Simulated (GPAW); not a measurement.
# Core-hole calculation of the Be K edge in Be (Im-3m), part 2 of 3

Aim: the near-edge shape at the Be K edge of Be (Im-3m), and what the core hole does to it.

GPAW 26.7.0; X-ray absorption from dipole matrix elements to empty bands, plane-wave PAW LDA.

So far. Step 2 (The field without a hole): The mesh shows no gap, so the system is treated as a metal and the core electron is put at the Fermi level (neutral cell). Step 3 (Spectrum without a core hole, Be atom 1): Main maxima below 24 eV (height): 1.4 eV (0.71), 4.9 eV (0.88), 6.4 eV (0.92), 11.7 eV (1.36) and 15.6 eV (1.80). A K edge sees empty p states on the absorber.

This is not the structure that Be takes at ambient pressure and room temperature (hexagonal, No. 194); it is a model or a phase of other conditions.

## 5. Spectrum with XCH, Be atom 1

The holes are 6.5 Å apart. In GPAW the data set carries the hole's charge, so charge=0 means a charged cell and charge=-1 a neutral one. The excited electron is kept in the cell, where it fills the lowest empty states and screens the hole. After the field has converged, empty bands are computed with the density fixed and the dipole matrix elements are summed.

The input, xas.py:

```python
import numpy as np
from ase import Atoms
from ase.parallel import parprint, paropen
from gpaw import GPAW, PW, FermiDirac, Mixer, MixerDif, setup_paths
from gpaw.test import gen
setup_paths.insert(0, '.')
gen('Be', name='fch1s', xcname='LDA', corehole=(1, 0, 1), write_xml=True)
from gpaw.mpi import world
world.barrier()

atoms = Atoms('Be27',
    cell=[[-3.75936285, 3.75936285, 3.75936285],
     [3.75936285, -3.75936285, 3.75936285],
     [3.75936285, 3.75936285, -3.75936285]],
    scaled_positions=[[0, 0, 0],
     [0, 0, 0.33333333],
     [0, 0.33333333, 0],
     [0.33333333, 0, 0],
     [0, 0, 0.66666667],
     [0, 0.33333333, 0.33333333],
     [0, 0.66666667, 0],
     [0.33333333, 0, 0.33333333],
     [0.33333333, 0.33333333, 0],
     [0.66666667, 0, 0],
     [0, 0.33333333, 0.66666667],
     [0, 0.66666667, 0.33333333],
     [0.33333333, 0, 0.66666667],
     [0.33333333, 0.33333333, 0.33333333],
     [0.33333333, 0.66666667, 0],
     [0.66666667, 0, 0.33333333],
     [0.66666667, 0.33333333, 0],
     [0, 0.66666667, 0.66666667],
     [0.33333333, 0.33333333, 0.66666667],
     [0.33333333, 0.66666667, 0.33333333],
     [0.66666667, 0, 0.66666667],
     [0.66666667, 0.33333333, 0.33333333],
     [0.66666667, 0.66666667, 0],
     [0.33333333, 0.66666667, 0.66666667],
     [0.66666667, 0.33333333, 0.66666667],
     [0.66666667, 0.66666667, 0.33333333],
     [0.66666667, 0.66666667, 0.66666667]],
    pbc=True)
atoms.calc = calc = GPAW(legacy_gpaw=True, mode=PW(430), xc='LDA', setups={0: 'fch1s'},
    kpts={'size': (5, 5, 5), 'gamma': True}, occupations=FermiDirac(0.1),
    charge=-1, mixer=Mixer(0.1, 5, 50), maxiter=150,
    convergence={'density': 0.0001}, txt='scf.txt')
energy = atoms.get_potential_energy() + calc.get_reference_energy()
ef = calc.get_fermi_level()
out = dict(energy=energy, fermi=ef, forces=atoms.get_forces().tolist())
parprint(f'all-electron energy {energy:.4f} eV, Fermi level {ef:.4f} eV')
ev = np.array([[calc.get_eigenvalues(k, s) for k in range(len(calc.get_ibz_k_points()))] for s in range(calc.get_number_of_spins())])
out['homo'], out['lumo'], out['counts'] = ev[ev < ef].max(), ev[ev > ef].min(), sorted(set((ev < ef).sum((0, 2)).tolist()))
out['filled'] = (ev[:, 0] < ef).sum(1).tolist()

from ase.units import Ha
from gpaw.xas import dipole_matrix_elements
nb = int(calc.get_number_of_electrons() / 2) + 129
top, nb = nb, nb + 8 + nb // 12
nscf = calc.fixed_density(kpts={'size': (6, 6, 6), 'gamma': True}, nbands=nb,
    convergence={'bands': top, 'eigenstates': 1e-5}, maxiter=60, txt='nscf.txt')
cell = atoms.cell.array
ops = [cell.T @ U.T @ np.linalg.inv(cell.T) for U in nscf.wfs.kd.symmetry.op_scc]
E = np.arange(-6, 34, 0.1)
fwhm = np.interp(E, [4, 25], [0.9, 3.5])
Y, X, zero, highest = 0, 0, 1e9, 1e9
for spin in range(nscf.get_number_of_spins()):
    wfs = nscf.wfs
    A = dipole_matrix_elements(wfs.setups[0])
    eps = np.zeros((wfs.kd.nibzkpts, nb))
    d = np.zeros((3, A.shape[1], wfs.kd.nibzkpts, nb), complex)
    for kpt in wfs.kpt_u:
        if kpt.s == spin and 0 in kpt.P_ani:
            eps[kpt.k] = kpt.eps_n * Ha
            d[:, :, kpt.k] = (kpt.weight * wfs.nspins / 2) ** 0.5 * np.inner(A, kpt.P_ani[0])
    world.sum(eps)
    world.sum(d)
    T = np.einsum('amkn,bmkn->abkn', d, d.conj()).real
    T = sum(np.einsum('ai,ijkn,bj->abkn', R, T, R) for R in ops) / len(ops)
    empty = eps > ef
    zero, highest = min(zero, eps[empty].min()), min(highest, eps[:, top - 1].min())
    lines = [(eps, T, empty)] if spin == 0 else lines + [(eps, T, empty)]
for eps, T, empty in lines:
    f = np.einsum('aakn->akn', T).reshape(3, -1)
    x = eps.ravel() - zero
    w = np.interp(x, E, fwhm) / 2.35482
    g = np.exp(-0.5 * ((E[:, None] - x) / w) ** 2) / (w * (2 * np.pi) ** 0.5)
    Y = Y + (f * empty.ravel()) @ g.T
    X = X + (f * ~empty.ravel()) @ g.T
out.update(E=E.round(2).tolist(), xas=Y.tolist(), xes=X.tolist(), zero=zero, valid=highest - zero, nk=len(eps), nb=nb)
for i in range(0, len(E), 10):
    parprint(f'{E[i]:7.2f}', *(f'{v:10.3e}' for v in Y[:, i]))
import json
with paropen('out.json', 'w') as f:
    json.dump(out, f)
```

Started as:

```
OMP_NUM_THREADS=1 mpirun -n 4 gpaw python xas.py
```

Numbers of over 12 decimals in the logs are rounded to 6 here.

Log:

```text
Input parameters:
  charge: -1
  convergence: {density: 0.0001}
  kpts: {gamma: True,
         size: (5, 5, 5)}
  maxiter: 150
  mixer: {backend: pulay,
          beta: 0.1,
          method: separate,
          nmaxold: 5,
          weight: 50}
  mode: {ecut: 430.0,
         name: pw}
  occupations: {fixmagmom: False,
                name: fermi-dirac,
                width: 0.1}
  setups: {0: fch1s}

Initialize ...

[... PAW data sets ...]

Reference energy: -10489.357270  # eV

Spin-paired calculation

[... convergence settings ...]
Symmetries present (total): 48
  [... symmetry matrices ...]

125 k-points: 5 x 5 x 5 Monkhorst-Pack grid
10 k-points in the irreducible part of the Brillouin zone
       k-points in crystal coordinates                weights
   0:     0.00000000    0.00000000    0.00000000          1/125
   1:     0.20000000    0.00000000    0.00000000         12/125
   2:     0.20000000    0.20000000   -0.20000000          6/125
   3:     0.40000000    0.00000000   -0.20000000         24/125
   4:     0.40000000    0.00000000    0.00000000         12/125
   5:     0.40000000    0.20000000   -0.20000000         24/125
   6:     0.40000000    0.20000000    0.20000000          8/125
   7:     0.40000000    0.40000000   -0.40000000          6/125
   8:     0.40000000    0.40000000    0.20000000         24/125
   9:     0.40000000    0.40000000    0.40000000          8/125

Wave functions: Plane wave expansion
  Cutoff energy: 430.000 eV
  Number of coefficients (min, max): 4213, 4321
  Pulay-stress correction: 0.000000 eV/Ang^3 (de/decut=0.000000)
  Using FFTW library
  Wavefunction extrapolation:
    Improved wavefunction reuse through dual PAW basis

Occupation numbers: Fermi-Dirac:
  width: 0.1000  # eV

Eigensolver
   Davidson(niter=2)

Densities:
  Coarse grid: 32*32*32 grid
  Fine grid: 64*64*64 grid
  Total Charge: 0.000000

Density mixing:
  Method: separate
  Backend: pulay
  Linear mixing parameter: 0.1
  old densities: 5
  Width of damping distribution: 1.1
  Damping of long wavelength oscillations: 50

[... Hamiltonian set-up ...]
Number of atoms: 27
Number of atomic orbitals: 108
Number of bands in calculation: 37
Number of valence electrons: 55
Bands to converge: occupied

... initialized

Initializing position-dependent things.

Density initialized from atomic densities
Creating initial wave functions:
  37 bands from LCAO basis set

            Be Be Be
          Be    Be    Be
              Be Be Be
               Be Be Be
            Be  BeBBe Be Be
                 Be Be Be
               Be    Be    Be
                  Be  Be Be

Atomic positions and initial magnetic moments

Positions:
   0 Be     0.000000    0.000000    0.000000    ( 0.0000,  0.0000,  0.0000)
   1 Be     1.253121    1.253121   -1.253121    ( 0.0000,  0.0000,  0.0000)
   2 Be     1.253121   -1.253121    1.253121    ( 0.0000,  0.0000,  0.0000)
   3 Be    -1.253121    1.253121    1.253121    ( 0.0000,  0.0000,  0.0000)
   4 Be     2.506242    2.506242   -2.506242    ( 0.0000,  0.0000,  0.0000)
   5 Be     2.506242    0.000000   -0.000000    ( 0.0000,  0.0000,  0.0000)
   6 Be     2.506242   -2.506242    2.506242    ( 0.0000,  0.0000,  0.0000)
[...]
24 Be     1.253121    3.759363    1.253121    ( 0.0000,  0.0000,  0.0000)
  25 Be     1.253121    1.253121    3.759363    ( 0.0000,  0.0000,  0.0000)
  26 Be     2.506242    2.506242    2.506242    ( 0.0000,  0.0000,  0.0000)

Unit cell:
           periodic     x           y           z      points  spacing
  1. axis:    yes   -3.759363    3.759363    3.759363    32     0.1661
  2. axis:    yes    3.759363   -3.759363    3.759363    32     0.1661
  3. axis:    yes    3.759363    3.759363   -3.759363    32     0.1661

  Lengths:   6.511407   6.511407   6.511407
  Angles:  109.471221 109.471221 109.471221

Effective grid spacing dv^(1/3) = 0.1865

iter:   1  -127.119595
iter:   2  -123.070030   -1.20  -0.97
iter:   3  -121.647286   -1.13  -1.21
iter:   4  -121.858834   -2.43  -1.67
iter:   5  -121.969611   -2.96  -1.91
iter:   6  -121.984989   -2.70  -2.10
iter:   7  -121.959999c  -3.18  -2.05
iter:   8  -121.960578c  -3.80  -2.94
iter:   9  -121.959902c  -4.31  -2.75
iter:  10  -121.959758c  -6.07  -3.28
iter:  11  -121.959742c  -6.33  -3.69
iter:  12  -121.959771c  -6.34  -3.81
iter:  13  -121.959752c  -6.77  -3.90
iter:  14  -121.959741c  -6.70  -4.45c
iter:  15  -121.959747c  -7.22  -3.97
iter:  16  -121.959751c  -7.59c -4.53c

Converged after 16 iterations.

Dipole moment: (-0.000000, 0.000000, 0.000000) |e|*Ang

Energy contributions relative to reference atoms: (reference = -10489.357270)

Kinetic:        +94.585645
Potential:      -44.408080
External:        +0.000000
XC:            -170.485705
Entropy (-ST):   -0.177222
Local:           -1.563000
SIC:             +0.000000
--------------------------
Free energy:   -122.048362
Extrapolated:  -121.959751

Showing only first 2 kpts
 Kpt  Band  Eigenvalues  Occupancy
  0    25      6.90080    2.00000
  0    26      6.90080    2.00000
  0    27      6.91338    2.00000
  0    28      6.91338    2.00000

  1    25      5.92162    2.00000
  1    26      6.08381    2.00000
  1    27      7.72913    1.99099
[...]
Fermi level: 8.26893

No gap
No difference between direct/indirect transitions

Forces in eV/Ang:
  0 Be    0.00000    0.00000   -0.00000
  1 Be   -0.31500   -0.31500    0.31500
  2 Be   -0.31500    0.31500   -0.31500
  3 Be    0.31500   -0.31500   -0.31500
  4 Be    0.31500    0.31500   -0.31500
  5 Be    0.13875   -0.00000   -0.00000
  6 Be    0.31500   -0.31500    0.31500
[...]
24 Be   -0.01678   -0.00000   -0.01678
 25 Be   -0.01678   -0.01678   -0.00000
 26 Be    0.31500    0.31500    0.31500
Scalar-relativistic atomic LDA calculation for Be (Beryllium, Z=4)
Core hole in 1s state (1s occupation: 1.0)
300 radial gridpoints.
|------------------------------------------------|
|------------------------------------------------|
[... the atom generator's iteration count ...]

Energy contributions:
-------------------------
Kinetic:       +9.701966
XC:            -1.472815
Potential:    -18.021290
-------------------------
Total:         -9.792139

state      eigenvalue         ekin         rmax
-----------------------------------------------
1s^1.0 :    -5.492520     7.494738        0.256
2s^2.0 :    -0.657310     1.103614        1.598
2p^0.0 :    -0.520184     1.009887        1.393
-----------------------------------------------
(units: Bohr and Hartree)

Generating PAW setup
Kinetic energy of the core from tauc = 7.496378
Cutoffs:
rc(s)=1.500
rc(p)=1.500
rc(d)=1.500
rc(vbar)=1.350
rc(comp)=1.500
rc(nct)=1.500

Kinetic energy of the core states: 7.494738
Charge: 1.0
Core electrons: 1.0
Valence electrons: 2.0
Pseudo-core charge: 0.042972
Shape function alpha=4.444
Pseudo-electron charge 2.094167
state    eigenvalue         norm
--------------------------------
2s(2) :    -0.657310     1.025597
*s    :     0.342690
2p(0) :    -0.520184     0.946535
*p    :     0.479816
*d    :     0.000000
--------------------------------

Diagonalizing with gridspacing h=0.050

state   all-electron     PAW
-------------------------------
2s:      -0.657310    -0.657497
2p:      -0.520184    -0.520683
*d:                   -0.085123
*f:                   -0.016603
-------------------------------
all-electron energy -10611.3170 eV, Fermi level 8.2689 eV
[...]
31.00  4.647e-04  4.647e-04  4.647e-04
  32.00  4.269e-04  4.269e-04  4.269e-04
  33.00  3.631e-04  3.631e-04  3.631e-04
```

It took 2.3 min on 4 MPI ranks of Arm Neoverse V1, shared host; peak memory 0.38 GiB.

The Be K spectrum, Be atom 1, excited-electron core hole (neutral cell) (energy from the lowest empty level; intensity scaled to a mean of 1 over the first 20 eV):

| E (eV) | intensity |
| --- | --- |
| -2.0 | 0.00 |
| -1.5 | 0.00 |
| -1.0 | 0.01 |
| -0.5 | 0.16 |
| 0.0 | 0.73 |
| 0.5 | 1.27 |
| 1.0 | 1.16 |
| 1.5 | 0.96 |
| 2.0 | 0.84 |
| 2.5 | 0.76 |
| 3.0 | 0.97 |
| 3.5 | 1.24 |
| 4.0 | 1.46 |
| 4.5 | 1.61 |
| 5.0 | 1.51 |
| 5.5 | 1.29 |
| 6.0 | 1.15 |
| 6.5 | 1.07 |
| 7.0 | 1.07 |
| 7.5 | 1.12 |
| 8.0 | 1.17 |
| 8.5 | 1.19 |
| 9.0 | 1.20 |
| 9.5 | 1.30 |
| 10.0 | 1.47 |
| 10.5 | 1.61 |
| 11.0 | 1.59 |
| 11.5 | 1.41 |
| 12.0 | 1.17 |
| 12.5 | 0.99 |
| 13.0 | 0.91 |
| 13.5 | 0.92 |
| 14.0 | 0.97 |
| 14.5 | 1.02 |
| 15.0 | 1.00 |
| 15.5 | 0.91 |
| 16.0 | 0.76 |
| 16.5 | 0.61 |
| 17.0 | 0.47 |
| 17.5 | 0.36 |
| 18.0 | 0.29 |
| 18.5 | 0.23 |
| 19.0 | 0.20 |
| 19.5 | 0.18 |
| 20.0 | 0.17 |
| 20.5 | 0.18 |
| 21.0 | 0.20 |
| 21.5 | 0.22 |
| 22.0 | 0.26 |
| 22.5 | 0.30 |
| 23.0 | 0.34 |
| 23.5 | 0.39 |
| 24.0 | 0.45 |
| 24.5 | 0.50 |
| 25.0 | 0.55 |
| 25.5 | 0.58 |
| 26.0 | 0.60 |

Main maxima below 24 eV (height): 0.6 eV (1.29), 4.6 eV (1.62), 10.7 eV (1.63) and 14.6 eV (1.02). 

The total-energy difference is 115.12 eV. One term is added: -4.44 eV, since the hole is spin-paired here and a spin-polarised one costs that much less in the free atom (computed apart). The photon energy is then 110.68 eV. The tabulated edge of the element is 111.5 eV. The functional leaves an error in such absolute values: in the free atom LDA prices this hole 1.6 eV below PBE (computed apart), and PBE is itself good to a few eV.

## 6. Spectrum with FCH, Be atom 1

The holes are 6.5 Å apart. In GPAW the data set carries the hole's charge, so charge=0 means a charged cell and charge=-1 a neutral one. The excited electron is left out and a uniform background balances the charge. After the field has converged, empty bands are computed with the density fixed and the dipole matrix elements are summed.

Changed against the first core-hole run: core hole to FCH.

Changes to xas.py since step 5:

```diff
@@ -44,3 +44,3 @@
     kpts={'size': (5, 5, 5), 'gamma': True}, occupations=FermiDirac(0.1),
-    charge=-1, mixer=Mixer(0.1, 5, 50), maxiter=150,
+    charge=0, mixer=Mixer(0.1, 5, 50), maxiter=150,
     convergence={'density': 0.0001}, txt='scf.txt')
```

Log:

```text
Input parameters:
  convergence: {density: 0.0001}
  kpts: {gamma: True,
         size: (5, 5, 5)}
  maxiter: 150
  mixer: {backend: pulay,
          beta: 0.1,
          method: separate,
          nmaxold: 5,
          weight: 50}
  mode: {ecut: 430.0,
         name: pw}
  occupations: {fixmagmom: False,
                name: fermi-dirac,
                width: 0.1}
  setups: {0: fch1s}

Initialize ...

[...]
*p    :     0.479816
*d    :     0.000000
--------------------------------

Diagonalizing with gridspacing h=0.050

state   all-electron     PAW
-------------------------------
2s:      -0.657310    -0.657497
2p:      -0.520184    -0.520683
*d:                   -0.085123
*f:                   -0.016603
-------------------------------
all-electron energy -10619.5289 eV, Fermi level 8.0913 eV
[...]
32.00  3.964e-04  3.964e-04  3.964e-04
  33.00  3.023e-04  3.023e-04  3.023e-04
[key lines of the parts left out:]
Converged after 15 iterations.
Dipole moment: (-0.000000, 0.000000, 0.000000) |e|*Ang
Free energy:   -130.234088
Fermi level: 8.09133
```

The job ended after 2.4 min (4 MPI ranks; peak memory 0.38 GiB; 9.8 min of CPU time).

| E (eV) | first run | this run |
| --- | --- | --- |
| -2.0 | 0.00 | 0.00 |
| -1.0 | 0.01 | 0.00 |
| 0.0 | 0.73 | 0.54 |
| 1.0 | 1.16 | 1.27 |
| 2.0 | 0.84 | 0.88 |
| 3.0 | 0.97 | 0.84 |
| 4.0 | 1.46 | 1.37 |
| 5.0 | 1.51 | 1.57 |
| 6.0 | 1.15 | 1.19 |
| 7.0 | 1.07 | 1.05 |
| 8.0 | 1.17 | 1.15 |
| 9.0 | 1.20 | 1.18 |
| 10.0 | 1.47 | 1.39 |
| 11.0 | 1.59 | 1.61 |
| 12.0 | 1.17 | 1.25 |
| 13.0 | 0.91 | 0.92 |
| 14.0 | 0.97 | 0.93 |
| 15.0 | 1.00 | 0.99 |
| 16.0 | 0.76 | 0.81 |
| 17.0 | 0.47 | 0.51 |
| 18.0 | 0.29 | 0.31 |
| 19.0 | 0.20 | 0.21 |
| 20.0 | 0.17 | 0.17 |
| 21.0 | 0.20 | 0.19 |
| 22.0 | 0.26 | 0.24 |
| 23.0 | 0.34 | 0.32 |
| 24.0 | 0.45 | 0.42 |
| 25.0 | 0.55 | 0.53 |
| 26.0 | 0.60 | 0.59 |

The scaled spectrum changes by 6 % r.m.s. The highest intensity below 16 eV goes from 10.7 eV (1.63) to 10.9 eV (1.61).

The photon energy of the zero moves by -0.10 eV.

## 7. Spectrum with HCH, Be atom 1

The holes are 6.5 Å apart. The data set carries half a charge, which charge=0 leaves uncompensated but for the background. Half a hole is Slater's transition state, a compromise that weakens the attraction. After the field has converged, empty bands are computed with the density fixed and the dipole matrix elements are summed.

Changed against the first core-hole run: core hole from full to half.

Changes to xas.py since step 6:

```diff
@@ -6,3 +6,3 @@
 setup_paths.insert(0, '.')
-gen('Be', name='fch1s', xcname='LDA', corehole=(1, 0, 1), write_xml=True)
+gen('Be', name='hch1s', xcname='LDA', corehole=(1, 0, 0.5), write_xml=True)
 from gpaw.mpi import world
@@ -42,3 +42,3 @@
     pbc=True)
-atoms.calc = calc = GPAW(legacy_gpaw=True, mode=PW(430), xc='LDA', setups={0: 'fch1s'},
+atoms.calc = calc = GPAW(legacy_gpaw=True, mode=PW(430), xc='LDA', setups={0: 'hch1s'},
     kpts={'size': (5, 5, 5), 'gamma': True}, occupations=FermiDirac(0.1),
```

Log:

```text
Input parameters:
  convergence: {density: 0.0001}
  kpts: {gamma: True,
         size: (5, 5, 5)}
  maxiter: 150
  mixer: {backend: pulay,
          beta: 0.1,
          method: separate,
          nmaxold: 5,
          weight: 50}
  mode: {ecut: 430.0,
         name: pw}
  occupations: {fixmagmom: False,
                name: fermi-dirac,
                width: 0.1}
  setups: {0: hch1s}

Initialize ...

[...]
*p    :     0.733499
*d    :     0.000000
--------------------------------

Diagonalizing with gridspacing h=0.050

state   all-electron     PAW
-------------------------------
2s:      -0.409670    -0.409791
2p:      -0.266501    -0.266765
*d:                   -0.011631
*f:                    0.030274
-------------------------------
all-electron energy -10676.8782 eV, Fermi level 8.1223 eV
[...]
32.00  4.669e-04  4.669e-04  4.669e-04
  33.00  3.449e-04  3.449e-04  3.449e-04
[key lines of the parts left out:]
Converged after 15 iterations.
Dipole moment: (-0.000000, 0.000000, 0.000000) |e|*Ang
Free energy:   -118.635202
Fermi level: 8.12227
```

It took 2.7 min on 4 MPI ranks; peak memory 0.38 GiB.

| E (eV) | first run | this run |
| --- | --- | --- |
| -2.0 | 0.00 | 0.00 |
| -1.0 | 0.01 | 0.00 |
| 0.0 | 0.73 | 0.33 |
| 1.0 | 1.16 | 0.90 |
| 2.0 | 0.84 | 0.78 |
| 3.0 | 0.97 | 0.63 |
| 4.0 | 1.46 | 0.89 |
| 5.0 | 1.51 | 1.16 |
| 6.0 | 1.15 | 1.13 |
| 7.0 | 1.07 | 1.03 |
| 8.0 | 1.17 | 1.02 |
| 9.0 | 1.20 | 1.12 |
| 10.0 | 1.47 | 1.24 |
| 11.0 | 1.59 | 1.50 |
| 12.0 | 1.17 | 1.50 |
| 13.0 | 0.91 | 1.28 |
| 14.0 | 0.97 | 1.23 |
| 15.0 | 1.00 | 1.33 |
| 16.0 | 0.76 | 1.21 |
| 17.0 | 0.47 | 0.83 |
| 18.0 | 0.29 | 0.49 |
| 19.0 | 0.20 | 0.30 |
| 20.0 | 0.17 | 0.21 |
| 21.0 | 0.20 | 0.20 |
| 22.0 | 0.26 | 0.24 |
| 23.0 | 0.34 | 0.30 |
| 24.0 | 0.45 | 0.39 |
| 25.0 | 0.55 | 0.50 |
| 26.0 | 0.60 | 0.58 |

The scaled spectrum changes by 27 % r.m.s. The highest intensity below 16 eV goes from 10.7 eV (1.63) to 11.5 eV (1.55).

[end of part 2 of 3]

[Banner, clock and machine lines of the logs are left out without a mark of their own.]

[Logs are printed without paths, hosts, clocks, repeated set-up lines and the standing remarks that a program may print on its own settings, such as how far it seeks lower states.]

[Hosts, paths, dates, database ids (printed as entryN), source tags and the programs' standing remarks are cut or masked in the printed files.]

[Lists of maxima count a maximum above −3 eV only where it reaches 4 % of the highest in the window and stands out from its surroundings by 2 % of it (1.5 % where it reaches 55 %); shoulders and weaker maxima are passed over, and of the rest the first, up to two pre-edge ones and the few strongest are named.]
